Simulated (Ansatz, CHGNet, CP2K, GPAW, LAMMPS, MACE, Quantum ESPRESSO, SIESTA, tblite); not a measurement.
# Amorphous 32Ga2O3-68GeO2 (mol %) (69 atoms) in tblite

How near does tblite come to plane waves for amorphous 32Ga2O3-68GeO2 (mol %) (69 atoms)?

Method: the method is named at each step, in tblite 0.8.0.

## (1) The starting structure

The cell holds 69 atoms: 12 Ga, 13 Ge and 44 O. Its edges and angles: a = 9.780 Å, b = 9.780 Å, c = 9.780 Å, α = 90.0°, β = 90.0°, γ = 90.0°. 69 atoms (12 Fe, 13 Ge, 44 O) placed at random at 4.19 g/cm³, melted at 5000 K for 10 ps at fixed volume with the Morse and Coulomb pair potential with partial charges (Pedone, Malavasi, Menziani, Cormack and Segre, J. Phys. Chem. B 110, 11780 (2006)). Quenched from 5000 K to 300 K at 20 K/ps and fixed volume, held 5 ps, then minimised at fixed cell. Then Fe was replaced by Ga and the cell scaled by 1.006 (the potential has no terms for the new elements, so the cell is a start for a DFT relaxation).

The yardstick, on the same geometry:

* method: Kohn-Sham DFT, PBE, SSSP efficiency 1.3.0 pseudopotentials, plane waves (Quantum ESPRESSO 7.5); sssp-pbe-1.3.0-efficiency, cutoffs 60/480 Ry, Γ point
* r.m.s. force component: 0.9849 eV/Å
* longest force: 3.194 eV/Å
* pressure: 0.6 GPa
* gap (highest filled to lowest empty level): 1.109 eV
* time: 4.8 min on 4 MPI ranks of Arm Neoverse V1, shared host
* CPU time: 19 min

## (2) GFN1-xTB

Method: GFN1-xTB tight binding, diagonalisation.

File run.py:

```python
import numpy as np
from ase.io import read
from tblite.ase import TBLite

atoms = read("structure.xyz")
atoms.calc = TBLite(method="GFN1-xTB", electronic_temperature=580, accuracy=1.0, max_iterations=250, mixer_damping=0.4, verbosity=1)
energy = atoms.get_potential_energy()
forces = atoms.get_forces()
print(f"energy {energy:.6f} eV")
print("forces (eV/A)")
for i, (a, f) in enumerate(zip(atoms, forces)):
    print(f"{i:4d} {a.symbol:2s} {f[0]:10.5f} {f[1]:10.5f} {f[2]:10.5f}")
stress = -atoms.get_stress(voigt=False) * 160.21766
print("stress (GPa, compression positive)")
for row in stress:
    print(" ".join(f"{x:10.4f}" for x in row))
print("charges (e)")
print(np.array2string(atoms.get_charges(), precision=4, suppress_small=True, max_line_width=110, threshold=100000))
```

File structure.xyz:

```xyz
69
Lattice="9.77983 0.00000 0.00000 0.00000 9.77983 0.00000 0.00000 0.00000 9.77983" Properties=species:S:1:pos:R:3 pbc="T T T"
Ga 7.30720 2.88016 9.58032
Ga 1.60868 1.31861 9.52438
Ga 8.32889 5.25128 7.32695
Ga 7.19414 1.42893 6.58720
Ga 5.57890 4.68825 1.61631
Ga 6.25792 1.48164 2.57943
Ga 7.27482 8.17154 7.98464
Ga 9.26707 2.60026 2.37660
Ga 3.80641 3.33854 3.66284
Ga 7.80098 9.76389 4.19829
Ga 8.41946 0.25349 0.39491
Ga 0.08127 3.12915 8.23159
Ge 9.16351 5.69411 1.11148
Ge 1.51284 8.34904 0.97818
Ge 1.98863 3.72709 1.19920
Ge 3.03273 0.36449 3.47331
Ge 0.84234 0.71471 6.00129
Ge 6.14154 5.06028 4.96033
Ge 0.77456 4.37970 5.04678
Ge 5.27651 4.87837 8.04538
Ge 3.91545 7.56529 8.49408
Ge 6.69811 7.57614 1.76438
Ge 5.08013 8.21711 5.40766
Ge 9.70179 7.49663 5.54937
Ge 5.08082 0.72107 9.09035
O 7.72920 6.11934 1.96780
O 6.44530 8.97534 2.74432
O 7.87012 3.11556 7.69037
O 7.73272 5.10947 5.49900
O 4.09423 9.17417 4.42283
O 6.25449 1.20664 0.52449
O 8.40733 0.87422 2.40711
O 6.52999 8.95441 6.06369
O 0.97436 8.77231 6.06750
O 5.55533 1.54629 7.68509
O 7.87071 0.24890 8.26278
O 1.70883 3.39644 9.33358
O 6.52559 6.16892 7.94895
O 0.46043 4.44219 1.67969
O 3.52387 4.12552 1.79401
O 8.93006 0.90053 5.65763
O 3.47693 1.05016 9.53485
O 8.81133 7.19453 7.04226
O 7.24558 3.26509 1.78844
O 9.62599 3.30754 4.07838
O 5.61607 6.70603 4.75887
O 3.96954 5.84413 8.54698
O 4.11330 7.83844 6.79992
O 2.40916 3.98411 4.61491
O 4.21139 1.60331 2.94529
O 0.34278 4.26156 6.74945
O 2.62657 8.03892 9.48878
O 0.48635 7.00402 1.14678
O 1.93954 1.05202 4.67339
O 2.28476 9.09974 2.32134
O 0.53173 9.60653 0.29926
[... 9 atom lines left out ...]
O 5.34067 6.60491 1.37896
O 1.01339 1.46101 7.56196
O 8.77026 8.19354 4.29696
O 8.77662 5.00297 9.32409
```

Run with:

```
$ OMP_NUM_THREADS=1 python run.py > output.txt
```

Log:

```text
------------------------------------------------------------
  cycle        total energy    energy error   density error
------------------------------------------------------------
      1     -196.0309444240  -1.9625157E+02   1.0865727E+00
      2     -266.8592764188  -7.0828332E+01   1.9275877E+00
      3     -131.9116312870   1.3494765E+02   1.1658319E+00
      4     -230.2707165314  -9.8359085E+01   5.4864788E-01
      5     -231.5911393742  -1.3204228E+00   4.2171963E-01
      6     -240.6152930536  -9.0241537E+00   2.2681981E-01
      7     -242.7908478083  -2.1755548E+00   1.7170259E-01
      8     -243.5862415158  -7.9539371E-01   1.3122581E-01
      9     -244.5495905628  -9.6334905E-01   6.3465000E-02
     10     -244.3678489191   1.8174164E-01   6.7468917E-02
     11     -244.5478423844  -1.7999347E-01   4.6291798E-02
     12     -244.6362837671  -8.8441383E-02   2.4574428E-02
     13     -244.6557797266  -1.9495959E-02   1.8145968E-02
     14     -244.6784548601  -2.2675133E-02   8.6921252E-03
     15     -244.6799774055  -1.5225454E-03   7.0322248E-03
     16     -244.6820160201  -2.0386146E-03   4.8683996E-03
     17     -244.6831858995  -1.1698794E-03   2.6480713E-03
     18     -244.6832597785  -7.3879039E-05   2.1151094E-03
     19     -244.6835719962  -3.1221774E-04   6.9013471E-04
     20     -244.6835788802  -6.8839742E-06   4.9700332E-04
     21     -244.6835923132  -1.3433031E-05   2.3918362E-04
     22     -244.6835951938  -2.8805621E-06   1.1170489E-04
     23     -244.6835951928   1.0261942E-09   1.0075986E-04
     24     -244.6835958986  -7.0582232E-07   3.8776927E-05
     25     -244.6835959751  -7.6543472E-08   1.8545358E-05
------------------------------------------------------------
 total:                                   4.480 sec
energy -6658.179784 eV
forces (eV/A)
   0 Ga    0.31812    0.01719    0.39506
   1 Ga    0.73473    0.36025    0.25602
   2 Ga   -0.79608    0.37553   -0.03642
   3 Ga    0.14713   -0.11560    1.03117
   4 Ga    0.31732    0.42663   -0.16065
   5 Ga    0.73952    0.27574   -0.00469
   6 Ga    0.00550    0.56230   -0.26226
   7 Ga    0.21503   -0.09826   -0.14221
   8 Ga   -0.35227    0.48901   -0.81595
   9 Ga    0.11537   -0.10981   -0.08685
  10 Ga   -0.25439    0.15161   -0.59649
  11 Ga   -0.22788   -0.32876    0.17690
  12 Ge    0.04104   -0.21801   -1.46472
  13 Ge   -0.39975    0.39792   -0.46861
  14 Ge   -0.54187   -0.96856   -0.01820
  15 Ge    0.27273   -0.07544    0.79512
  16 Ge   -0.90867   -0.78005    0.10284
  17 Ge    0.28491    0.95042    1.25211
  18 Ge    0.05705   -0.81360   -0.03794
  19 Ge    1.81342    1.82272   -0.39083
  20 Ge    0.88022    0.68804   -0.58267
  21 Ge    0.43299    0.51896   -0.79381
  22 Ge    0.96110   -0.06019    1.32482
  23 Ge   -1.01336    0.72617    0.26730
[...]
61 O    -0.37245   -0.12408   -0.04407
  62 O     0.67720    0.47569   -0.73597
  63 O     0.20078   -0.62105   -0.09589
  64 O    -1.52698   -1.25069    0.19701
  65 O    -0.72951   -1.19047    0.31719
  66 O     0.51024    0.28027    0.35179
  67 O    -0.30701    0.11323   -0.59173
  68 O     0.27845    0.41649   -0.29262
stress (GPa, compression positive)
    0.9038    -0.8362     0.9507
   -0.8362     0.8904    -2.2230
    0.9507    -2.2230    -2.1469
charges (e)
[ 0.574   0.5399  0.5397  0.5556  0.5212  0.5502  0.5331  0.5489  0.509   0.5396  0.5606  0.5647  0.6817
  0.6849  0.6841  0.6917  0.6736  0.6811  0.6672  0.6803  0.6831  0.6645  0.6717  0.6662  0.6654 -0.3327
 -0.3682 -0.3492 -0.3727 -0.3403 -0.3364 -0.3375 -0.3554 -0.3617 -0.3811 -0.3896 -0.3503 -0.3952 -0.3292
 -0.326  -0.3417 -0.3827 -0.3267 -0.3702 -0.3623 -0.3592 -0.3287 -0.3645 -0.3523 -0.2884 -0.3382 -0.3325
 -0.3403 -0.3377 -0.321  -0.3059 -0.4066 -0.308  -0.2859 -0.3625 -0.3356 -0.3727 -0.3326 -0.3685 -0.3436
 -0.3586 -0.3279 -0.3698 -0.3821]
```

Elapsed: 5.1 s, on 1 thread of Arm Neoverse V1, shared host; peak memory 0.11 GiB.

Banners, paths, timers and routine set-up lines are dropped from the logs unmarked, and long logs keep their key lines alone; longer cuts are marked.

Numbers from this run, and their distance from the reference:

* r.m.s. force component: 0.6193 eV/Å
* r.m.s. difference of force components: 581.6 meV/Å
* longest difference of force vectors: 1759 meV/Å
* force difference over r.m.s. force: 59.05 %
* slope of forces against the reference's: 0.5233
* correlation of force components: 0.8324
* pressure: -0.1176 GPa
* pressure difference: -0.7176 GPa

Length of the force difference by element (eV/Å):

| element | atoms | mean | most |
| --- | --- | --- | --- |
| Ga | 12 | 0.74 | 1.3 |
| Ge | 13 | 0.85 | 1.6 |
| O | 44 | 0.98 | 1.8 |

A closer look about Ge20, which bears the longest force: 10 atoms, nearest first, numbered in the order of the input, with positions taken from that point.

| atom | x | y | z | distance (Å) | bonds | Mulliken charge (e) | Fx | Fy | Fz (eV/Å) |
| --- | --- | --- | --- | --- | --- | --- | --- | --- | --- |
| Ge20 | 0.00 | 0.00 | 0.00 | 0.00 | 4 | 0.68 | 1.81 | 1.82 | -0.39 |
| O47 | -1.31 | 0.97 | 0.50 | 1.70 | 2 | -0.33 | -1.44 | -0.04 | 0.67 |
| O65 | 0.04 | -0.46 | -1.66 | 1.72 | 2 | -0.34 | -1.53 | -1.25 | 0.20 |
| O58 | 0.50 | -0.85 | 1.42 | 1.73 | 3 | -0.31 | -0.43 | -0.47 | 0.52 |
| O38 | 1.25 | 1.29 | -0.10 | 1.80 | 3 | -0.40 | 1.20 | 0.35 | 0.01 |
| Ge21 | -1.36 | 2.69 | 0.45 | 3.05 | 4 | 0.68 | 0.88 | 0.69 | -0.58 |
| O28 | 2.59 | -1.76 | -0.36 | 3.16 | 4 | -0.35 | 0.02 | -0.36 | -0.26 |
| Ga3 | 3.05 | 0.37 | -0.72 | 3.16 | 6 | 0.54 | -0.80 | 0.38 | -0.04 |
| Ge18 | 0.87 | 0.18 | -3.09 | 3.21 | 4 | 0.68 | 0.28 | 0.95 | 1.25 |
| Ga1 | 2.03 | -2.00 | 1.53 | 3.24 | 5 | 0.57 | 0.32 | 0.02 | 0.40 |

Atoms are counted from 1 here, from 0 in the log.

Forces lie 59 % from the reference's, at 0.0044 times its CPU time (on 1 against 4 cores).

## (3) Results

```json
{
 "force difference from the reference": "tblite GFN1-xTB, 59 %",
 "its CPU time": "5.1 s"
}
```

What this shows: Tight binding differs by 59 % (tblite GFN1-xTB); it is another model, with fitted parameters of its own, and the xTB methods hold dispersion. One electronic-structure run takes under half the reference's CPU time: tblite GFN1-xTB, at 59 % in 5.1 s against 19 min. Periodic xTB results under one method name differ between programs and library versions. The reference's pressure holds the uncorrected Pulay stress of its 60 Ry basis, so small pressure differences, and their order, may be the reference's own error. The quench rate of 20 K/ps is many orders above laboratory rates, so the cell is likely richer in defects and strain than a real sample. The network of bonds at the start is that of the classical potential that made the cell, and needn't be the one that DFT or experiment would give. The reference's stress is far from hydrostatic: its diagonal is 1.6, 2.1, -1.8 GPa, compression counted positive. The electronic-structure runs sample only Γ, in a cell whose shortest periodic width is 10 Å.

[Also dropped from logs without a mark: logging warnings of Python, and SIESTA's first energy breakdown and zero terms.]

[Logs are printed without paths, hosts, clocks, repeated set-up lines and the standing remarks that a program may print on its own settings, such as how far it seeks lower states.]

[Hosts, paths, dates, database ids (printed as entryN), source tags and the programs' standing remarks are cut or masked in the printed files.]
